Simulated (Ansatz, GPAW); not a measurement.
# Geometry or basis: what sets the conductance of fluorene-2,7-dithiol between two Al chains, part 3 of 4

How well does fluorene-2,7-dithiol between two Al chains conduct once its atoms have relaxed, and how much do cheaper levels lose?

GPAW 26.7.0 and Ansatz 0.2.0; Ansatz plane waves; relaxation of the junction with the lead ends held (the session's first sound run).

So far, transmission at the Fermi level (one spin): step 3 (plane waves, PBE) 0.00308. Also open channels of the lead at the Fermi level (one spin): step 3 2.

### 4. GPAW, dzp

Localised orbitals split the wire into layers that couple to their neighbours alone, which is what the Green's function method needs; double zeta with polarisation is the usual level for numbers.

This step: GPAW LCAO, PAW setups; Landauer transmission from Green's functions with principal layers (ASE), zero bias (GPAW 26.7.0).

Input file run.py:

```python
import json
import numpy as np
from ase import Atoms
from ase.transport.calculators import TransportCalculator
from gpaw import GPAW, FermiDirac
from gpaw.lcao.tools import get_lcao_hamiltonian
from scipy.linalg import eigh

# The junction with lead layers at both ends, along the third cell vector
device = Atoms(
    ['Al', 'Al', 'Al', 'Al', 'Al', 'Al', 'Al', 'S', 'C', 'H', 'H', 'C', 'C', 'C', 'C', 'H', 'H', 'H', 'C', 'C', 'C', 'C', 'H', 'C', 'C', 'H', 'C', 'C', 'H', 'S', 'Al', 'Al', 'Al', 'Al', 'Al', 'Al', 'Al'],
    positions=[
        [6.79129, 5.42154, 1.20000],
        [6.79129, 5.42154, 3.60000],
        [6.79129, 5.42154, 6.00000],
        [6.79129, 5.42154, 8.40000],
        [6.79129, 5.42154, 10.80000],
        [5.71425, 6.48512, 12.87523],
        [6.13710, 5.95260, 15.42824],
        [4.86053, 7.26558, 16.71766],
        [5.16650, 6.92131, 18.44213],
        [7.33154, 7.00102, 18.35445],
        [3.04718, 6.82490, 18.83511],
        [6.45847, 6.88239, 18.99845],
        [4.04174, 6.79566, 19.27948],
        [6.60006, 6.73585, 20.37456],
        [4.18477, 6.65685, 20.65830],
        [8.49281, 5.83273, 20.95733],
        [8.48618, 7.59428, 21.05561],
        [3.29746, 6.57681, 21.28794],
        [5.46783, 6.63803, 21.21505],
        [7.86114, 6.70038, 21.20942],
        [5.91890, 6.56844, 22.60400],
        [7.33052, 6.61512, 22.62376],
        [4.11915, 6.47997, 23.81886],
        [5.20959, 6.50909, 23.80936],
        [8.02788, 6.60306, 23.82554],
        [9.11791, 6.64202, 23.84434],
        [5.90795, 6.51435, 25.01558],
        [7.31386, 6.55815, 25.03893],
        [5.35363, 6.50296, 25.95662],
        [8.27326, 6.64616, 26.54066],
        [7.08805, 5.85077, 28.26860],
        [8.14685, 6.02531, 30.65248],
        [6.79129, 5.42154, 32.74228],
        [6.79129, 5.42154, 35.14228],
        [6.79129, 5.42154, 37.54228],
        [6.79129, 5.42154, 39.94228],
        [6.79129, 5.42154, 42.34228]],
    cell=[[13.58258, 0.0, 0.0], [0.0, 10.84308, 0.0], [0.0, 0.0, 43.54228]],
    pbc=True)

# One principal layer of the lead: the first 4 atoms of the device
lead = Atoms(
    ['Al', 'Al', 'Al', 'Al'],
    positions=[
        [6.79129, 5.42154, 1.20000],
        [6.79129, 5.42154, 3.60000],
        [6.79129, 5.42154, 6.00000],
        [6.79129, 5.42154, 8.40000]],
    cell=[[13.58258, 0.0, 0.0], [0.0, 10.84308, 0.0], [0.0, 0.0, 9.6]],
    pbc=True)

settings = dict(mode='lcao', basis='dzp', xc='PBE', h=0.2,
                occupations=FermiDirac(0.1), maxiter=250,
                mixer=dict(beta=0.1, nmaxold=8, weight=100.0),
                convergence=dict(density=0.0001))
energies = np.arange(-2, 2 + 1e-9, 0.025)
eta = 0.0001
n1, n2 = 1, 1
# k and -k transmit alike, so half of the mesh across the current serves
mesh = [(i, j) for i in range(n1) for j in range(n2) if (i, j) <= (-i % n1, -j % n2)]
weights = np.array([1 if (i, j) == (-i % n1, -j % n2) else 2 for i, j in mesh]) / (n1 * n2)

# [... helper functions left out ...]
fermi_lead = ground_state(lead, (1, 1, 12), 'lead.txt')
fermi_device = ground_state(device, (1, 1, 2), 'device.txt')
# [... loop over the mesh left out, but for ...]
        # Shift the lead onto the potential of the device's first layer
        shift = ((H[:, 0, 0] - H0[:, 0, 0]) / S0[0, 0]).real.mean()
# [...]
kT = 8.617333e-5 * 300
bias = [0.1, 0.2, 0.5, 1.0, 1.5, 2.0]
# [... integrals and printing left out ...]
```

Started as:

```console
OMP_NUM_THREADS=1 OPENBLAS_NUM_THREADS=1 python run.py
```

The log of the run:

```text
basis functions: device 417, principal layer 52
Fermi level: lead -3.6017 eV, device -3.3549 eV; lead shifted by 0.0198 eV
largest coupling past the next layer 1.49e-15 eV, largest misfit of the first layer 0.070 eV
  E-E_F (eV)   T (one spin)  channels
    -2.000    6.1398e-06    1.0000
    -1.975    5.2160e-04    1.0000
    -1.950    7.6834e-03    1.0000
    -1.925    9.6009e-02    1.0000
    -1.900    2.0857e-01    1.0000
    -1.875    9.7171e-02    1.0000
    -1.850    6.9868e-02    1.0000
    -1.825    6.2834e-02    1.0000
    -1.800    6.3219e-02    1.0000
    -1.775    6.7710e-02    1.0000
    -1.750    7.5179e-02    1.0000
    -1.725    8.5061e-02    1.0000
    -1.700    9.6777e-02    1.0000
    -1.675    1.0940e-01    1.0000
    -1.650    1.2149e-01    1.0000
    -1.625    1.3109e-01    1.0000
[...]
1.825    7.8846e-02    3.0000
     1.850    9.3593e-02    3.0000
     1.875    1.1237e-01    3.0000
     1.900    1.3656e-01    3.0000
     1.925    1.6810e-01    3.0000
     1.950    2.0966e-01    3.0000
     1.975    2.6486e-01    3.0000
     2.000    3.3829e-01    3.0000
conductance at 300 K: 0.0035652 G0 a cell; thermopower -8.655 uV/K
current from the zero-bias T(E) at 0.1 V: 0.027426 uA
current from the zero-bias T(E) at 0.2 V: 0.053723 uA
current from the zero-bias T(E) at 0.5 V: 0.12004 uA
current from the zero-bias T(E) at 1.0 V: 0.20721 uA
current from the zero-bias T(E) at 1.5 V: 0.306 uA
current from the zero-bias T(E) at 2.0 V: 0.41926 uA
```

Elapsed: 5.9 min, on 1 thread of Arm Neoverse N1, shared host; peak memory 2.2 GiB.

Numbers from this step:

```yaml
conductance: 0.003565 G₀
thermopower: -8.655 μV/K
largest_coupling_past_the_next_principal_layer: 1.49e-15 eV
largest_misfit_of_the_first_principal_layer: 0.07015 eV
shift_that_aligns_the_lead: 0.01977 eV
basis_functions_of_the_junction: 417
basis_functions_of_a_principal_layer: 52
transmission_at_the_fermi_level_one_spin: 0.003639
```

One spin. The transmission, zone mean by energy, zero at the Fermi level:

```
energy (eV)  transmission, zone mean
     -2.000                   6.1e-6
     -1.900                    0.209
     -1.800                   0.0632
     -1.700                   0.0968
     -1.600                    0.136
     -1.500                   0.0955
     -1.400                   0.0312
     -1.300                  0.00334
     -1.200                  4.6e-10
     -1.100                  3.0e-10
     -1.000                  2.0e-10
     -0.900                  8.9e-12
     -0.800                  4.0e-12
     -0.700                  3.4e-11
     -0.600                  3.2e-11
     -0.500                        0
     -0.400                  2.1e-11
     -0.300                   6.5e-4
     -0.200                  0.00160
     -0.100                  0.00289
      0.000                  0.00364
      0.100                  0.00376
      0.200                  0.00375
      0.300                  0.00390
      0.400                  0.00424
      0.500                  0.00466
      0.600                  0.00505
      0.700                  0.00534
      0.800                  0.00556
      0.900                  0.00580
      1.000                  0.00655
      1.100                  0.00747
      1.200                  0.00873
      1.300                   0.0106
      1.400                   0.0133
      1.500                   0.0177
      1.600                   0.0251
      1.700                   0.0387
      1.800                   0.0671
      1.900                    0.137
      2.000                    0.338
```

Crossings of the lead's bands, unfolded to its shortest repeat. Open channels, zone mean against energy, zero at the Fermi level:

energy (eV), open channels, zone mean and a bar:
```
   -2.000       1.00 ##########
   -1.900       1.00 ##########
   -1.800       1.00 ##########
   -1.700       1.00 ##########
   -1.600       1.00 ##########
   -1.500       1.00 ##########
   -1.400       1.00 ##########
   -1.300       1.00 ##########
   -1.200       0.00 
   -1.100       0.00 
   -1.000       0.00 
   -0.900       0.00 
   -0.800       0.00 
   -0.700       0.00 
   -0.600       0.00 
   -0.500       0.00 
   -0.400       0.00 
   -0.300       2.00 ####################
   -0.200       2.00 ####################
   -0.100       2.00 ####################
    0.000       2.00 ####################
    0.100       2.00 ####################
    0.200       2.00 ####################
    0.300       2.00 ####################
    0.400       2.00 ####################
    0.500       2.00 ####################
    0.600       2.00 ####################
    0.700       2.00 ####################
    0.800       2.00 ####################
    0.900       2.00 ####################
    1.000       3.00 ##############################
    1.100       3.00 ##############################
    1.200       3.00 ##############################
    1.300       3.00 ##############################
    1.400       3.00 ##############################
    1.500       3.00 ##############################
    1.600       3.00 ##############################
    1.700       3.00 ##############################
    1.800       3.00 ##############################
    1.900       3.00 ##############################
    2.000       3.00 ##############################
```

Not self-consistent under bias; the bias window is split evenly. Table of current through one cell, from the zero-bias transmission by bias:

```
bias (V)  current through one cell, from the zero-bias transmission (nA)
   0.100                                                            27.4
   0.200                                                            53.7
   0.500                                                             120
   1.000                                                             207
   1.500                                                             306
   2.000                                                             419
```

Transmission of the three most open eigenchannels against energy, zero at the Fermi level:

| energy (eV) | channel 1 | channel 2 | channel 3 |
| --- | --- | --- | --- |
| -2.000 | 6.1e-6 | 0 | 0 |
| -1.900 | 0.209 | 0 | 0 |
| -1.800 | 0.0632 | 0 | 0 |
| -1.700 | 0.0968 | 0 | 0 |
| -1.600 | 0.136 | 0 | 0 |
| -1.500 | 0.0955 | 0 | 0 |
| -1.400 | 0.0312 | 0 | 0 |
| -1.300 | 0.00334 | 0 | 0 |
| -1.200 | 4.6e-10 | 0 | 0 |
| -1.100 | 3.0e-10 | 0 | 0 |
| -1.000 | 2.0e-10 | 0 | 0 |
| -0.900 | 8.9e-12 | 0 | 0 |
| -0.800 | 4.0e-12 | 0 | 0 |
| -0.700 | 3.4e-11 | 0 | 0 |
| -0.600 | 3.2e-11 | 0 | 0 |
| -0.500 | 0 | 0 | 0 |
| -0.400 | 2.1e-11 | 0 | 0 |
| -0.300 | 6.5e-4 | 1.4e-6 | 0 |
| -0.200 | 0.00160 | 3.6e-6 | 0 |
| -0.100 | 0.00288 | 7.5e-6 | 0 |
| 0.000 | 0.00363 | 1.2e-5 | 0 |
| 0.100 | 0.00374 | 1.5e-5 | 0 |
| 0.200 | 0.00373 | 1.6e-5 | 0 |
| 0.300 | 0.00388 | 1.6e-5 | 0 |
| 0.400 | 0.00422 | 1.6e-5 | 0 |
| 0.500 | 0.00465 | 1.5e-5 | 0 |
| 0.600 | 0.00504 | 1.5e-5 | 0 |
| 0.700 | 0.00533 | 1.4e-5 | 0 |
| 0.800 | 0.00555 | 1.4e-5 | 0 |
| 0.900 | 0.00579 | 1.4e-5 | 0 |
| 1.000 | 0.00652 | 2.5e-5 | 8.3e-7 |
| 1.100 | 0.00743 | 4.3e-5 | 1.7e-6 |
| 1.200 | 0.00866 | 6.6e-5 | 2.3e-6 |
| 1.300 | 0.0105 | 9.5e-5 | 2.8e-6 |
| 1.400 | 0.0132 | 1.2e-4 | 3.4e-6 |
| 1.500 | 0.0176 | 1.4e-4 | 4.0e-6 |
| 1.600 | 0.0249 | 1.4e-4 | 4.8e-6 |
| 1.700 | 0.0385 | 1.3e-4 | 5.7e-6 |
| 1.800 | 0.0670 | 1.2e-4 | 7.0e-6 |
| 1.900 | 0.136 | 1.2e-4 | 8.7e-6 |
| 2.000 | 0.338 | 1.2e-4 | 1.1e-5 |

At the Fermi level T is 0.00364 against 0.00308 in plane waves. Couplings past the next layer reach 1.5e-15 eV, small enough to drop; the matrix elements of the cell's first layer differ from the bulk lead's by up to 0.070 eV. That layer keeps its own values in the calculation, and only beyond it is the lead taken as perfect. The Fermi levels of lead and junction count from different zeros of potential, one for each periodic cell; with both set to zero, the small remaining shift is what aligns them. By hand: G = 0.003565 × 77.48 μS = 0.276 μS, a resistance of 3620 kΩ; at 0.1 V a linear junction would pass 0.0276 μA, and the integral over the bias window gives 0.0274 μA. Mott's formula, S = -(π²/3)(k_B²T/e) d ln T/dE, has the prefactor 7.33 μV/K·eV at 300 K; T = 0.003528 at -0.025 eV and 0.003708 at 0.025 eV give a slope of 0.998 per eV and S = -7.31 μV/K, beside -8.66 μV/K from the thermal integral, which interpolates the same grid.

### 5. GPAW, szp: basis = "szp(dzp)"

The second zeta is dropped, the polarisation orbitals stay.

Changes to run.py since step 4:

```diff
@@ -63,3 +63,3 @@
 
-settings = dict(mode='lcao', basis='dzp', xc='PBE', h=0.2,
+settings = dict(mode='lcao', basis='szp(dzp)', xc='PBE', h=0.2,
                 occupations=FermiDirac(0.1), maxiter=250,
```

The log of the run:

```text
basis functions: device 293, principal layer 36
Fermi level: lead -4.1086 eV, device -3.8707 eV; lead shifted by 0.0264 eV
largest coupling past the next layer 1.29e-15 eV, largest misfit of the first layer 0.078 eV
  E-E_F (eV)   T (one spin)  channels
    -2.000    1.1893e-02    1.0000
    -1.975    1.4802e-02    1.0000
    -1.950    1.8938e-02    1.0000
[...]
1.975    1.7999e-01    3.0000
     2.000    1.7926e-01    3.0000
conductance at 300 K: 0.0040852 G0 a cell; thermopower -19.43 uV/K
current from the zero-bias T(E) at 0.1 V: 0.031457 uA
current from the zero-bias T(E) at 0.2 V: 0.061864 uA
current from the zero-bias T(E) at 0.5 V: 0.14576 uA
current from the zero-bias T(E) at 1.0 V: 0.32052 uA
current from the zero-bias T(E) at 1.5 V: 0.63957 uA
current from the zero-bias T(E) at 2.0 V: 1.352 uA
```

The job ended after 5 min (1 thread; peak memory 2.2 GiB).

Numbers from this step:

- conductance: 0.004085 G₀
- thermopower: -19.43 μV/K
- largest coupling past the next principal layer: 1.29e-15 eV
- largest misfit of the first principal layer: 0.07818 eV
- shift that aligns the lead: 0.02644 eV
- basis functions of the junction: 293
- basis functions of a principal layer: 36
- transmission at the Fermi level (one spin): 0.004163

One spin. Table of transmission, zone mean by energy, zero at the Fermi level:

```csv
energy (eV),"transmission, zone mean"
-2.000,0.0119
-1.800,0.0922
-1.600,0.241
-1.450,0.525
-1.400,0.160
-1.200,1.6e-11
-1.000,0
-0.800,1.2e-12
-0.600,0
-0.400,0
-0.200,0.00116
0.000,0.00416
0.200,0.00574
0.400,0.00918
0.600,0.0152
0.800,0.0255
1.000,0.0583
1.200,0.218
1.375,0.980
1.400,0.978
1.600,0.235
1.800,0.801
2.000,0.179
```

The conductance, 0.00409 G₀, lies 15 % above that of the dzp run.

### 6. GPAW, sz: basis = "sz(dzp)"

The minimal basis is the cheapest rung: no second zeta and no polarisation.

Changes to run.py since step 5:

```diff
@@ -63,3 +63,3 @@
 
-settings = dict(mode='lcao', basis='szp(dzp)', xc='PBE', h=0.2,
+settings = dict(mode='lcao', basis='sz(dzp)', xc='PBE', h=0.2,
                 occupations=FermiDirac(0.1), maxiter=250,
```

The log of the run:

```text
basis functions: device 124, principal layer 16
Fermi level: lead -4.3815 eV, device -4.1059 eV; lead shifted by 0.0355 eV
largest coupling past the next layer 6.76e-16 eV, largest misfit of the first layer 0.097 eV
  E-E_F (eV)   T (one spin)  channels
    -2.000    2.9509e-02    1.0000
    -1.975    4.4452e-02    1.0000
    -1.950    6.7213e-02    1.0000
[...]
1.975    1.4097e-01    3.0000
     2.000    1.5153e-01    3.0000
conductance at 300 K: 0.0055536 G0 a cell; thermopower -20.68 uV/K
current from the zero-bias T(E) at 0.1 V: 0.042806 uA
current from the zero-bias T(E) at 0.2 V: 0.084414 uA
current from the zero-bias T(E) at 0.5 V: 0.20146 uA
current from the zero-bias T(E) at 1.0 V: 0.45462 uA
current from the zero-bias T(E) at 1.5 V: 0.9493 uA
current from the zero-bias T(E) at 2.0 V: 2.1544 uA
```

Run time: 3.4 min. Hardware: 1 thread; peak memory 2.1 GiB.

This step gave:

* conductance: 0.005554 G₀
* thermopower: -20.68 μV/K
* largest coupling past the next principal layer: 6.76e-16 eV
* largest misfit of the first principal layer: 0.09663 eV
* shift that aligns the lead: 0.03547 eV
* basis functions of the junction: 124
* basis functions of a principal layer: 16
* transmission at the Fermi level (one spin): 0.005644

One spin. Table of transmission, zone mean by energy, zero at the Fermi level:

energy (eV), transmission, zone mean and a bar:
```
   -2.000      0.030 #
   -1.900      0.148 #####
   -1.800      0.349 ###########
   -1.700      0.033 #
   -1.600      0.000 
   -1.500      0.000 
   -1.400      0.000 
   -1.300      0.000 
   -1.200      0.000 
   -1.100      0.000 
   -1.000      0.000 
   -0.900      0.000 
   -0.800      0.000 
   -0.700      0.000 
   -0.600      0.000 
   -0.500      0.000 
   -0.400      0.000 
   -0.300      0.001 
   -0.200      0.002 
   -0.100      0.004 
    0.000      0.006 
    0.100      0.007 
    0.200      0.008 
    0.300      0.010 
    0.400      0.013 
    0.500      0.018 #
    0.600      0.023 #
    0.700      0.030 #
    0.800      0.042 #
    0.900      0.062 ##
    1.000      0.102 ###
    1.100      0.195 ######
    1.200      0.451 ##############
    1.300      0.950 #############################
    1.325      0.981 ##############################
    1.400      0.677 #####################
    1.500      0.313 ##########
    1.600      0.176 #####
    1.700      0.148 #####
    1.800      0.874 ###########################
    1.900      0.157 #####
    2.000      0.152 #####
```

The conductance, 0.00555 G₀, lies 56 % above that of the dzp run.

### 7. RPBE in the dzp basis: xc = "RPBE"

Back in the dzp basis, the functional changes from PBE to RPBE, to set the spread between functionals beside that between bases.

Changes to run.py since step 6:

```diff
@@ -63,3 +63,3 @@
 
-settings = dict(mode='lcao', basis='sz(dzp)', xc='PBE', h=0.2,
+settings = dict(mode='lcao', basis='dzp', xc='RPBE', h=0.2,
                 occupations=FermiDirac(0.1), maxiter=250,
```

The log of the run:

```text
basis functions: device 417, principal layer 52
Fermi level: lead -3.5470 eV, device -3.2954 eV; lead shifted by 0.0174 eV
largest coupling past the next layer 1.12e-15 eV, largest misfit of the first layer 0.070 eV
  E-E_F (eV)   T (one spin)  channels
    -2.000    7.9913e-06    1.0000
    -1.975    4.8942e-04    1.0000
    -1.950    7.2558e-03    1.0000
[...]
1.975    2.0160e-01    3.0000
     2.000    2.5441e-01    3.0000
conductance at 300 K: 0.0033662 G0 a cell; thermopower -8.351 uV/K
current from the zero-bias T(E) at 0.1 V: 0.025906 uA
current from the zero-bias T(E) at 0.2 V: 0.050809 uA
current from the zero-bias T(E) at 0.5 V: 0.11409 uA
current from the zero-bias T(E) at 1.0 V: 0.19826 uA
current from the zero-bias T(E) at 1.5 V: 0.29469 uA
current from the zero-bias T(E) at 2.0 V: 0.40312 uA
```

Run time: 7.3 min. Hardware: 1 thread; peak memory 2.2 GiB.

This step gave:

* conductance: 0.003366 G₀
* thermopower: -8.351 μV/K
* largest coupling past the next principal layer: 1.12e-15 eV
* largest misfit of the first principal layer: 0.07018 eV
* shift that aligns the lead: 0.01745 eV
* basis functions of the junction: 417
* basis functions of a principal layer: 52
* transmission at the Fermi level (one spin): 0.003431

One spin. Transmission, zone mean against energy, zero at the Fermi level:

```csv
energy (eV),"transmission, zone mean"
-2.000,8.0e-6
-1.900,0.222
-1.800,0.0626
-1.600,0.130
-1.400,0.0290
-1.200,3.4e-10
-1.000,2.4e-10
-0.800,3.2e-12
-0.600,5.7e-11
-0.400,2.4e-11
-0.200,0.00155
0.000,0.00343
0.200,0.00357
0.400,0.00410
0.600,0.00494
0.800,0.00542
1.000,0.00590
1.200,0.00802
1.400,0.0120
1.600,0.0219
1.800,0.0557
2.000,0.254
```

The conductance, 0.00337 G₀, lies 5.6 % below that of the dzp run.

(Part 3 of 4 ends here.)

[Logs are printed without paths, hosts, clocks, repeated set-up lines and the standing remarks that a program may print on its own settings, such as how far it seeks lower states.]

[Hosts, paths, dates, database ids (printed as entryN), source tags and the programs' standing remarks are cut or masked in the printed files.]
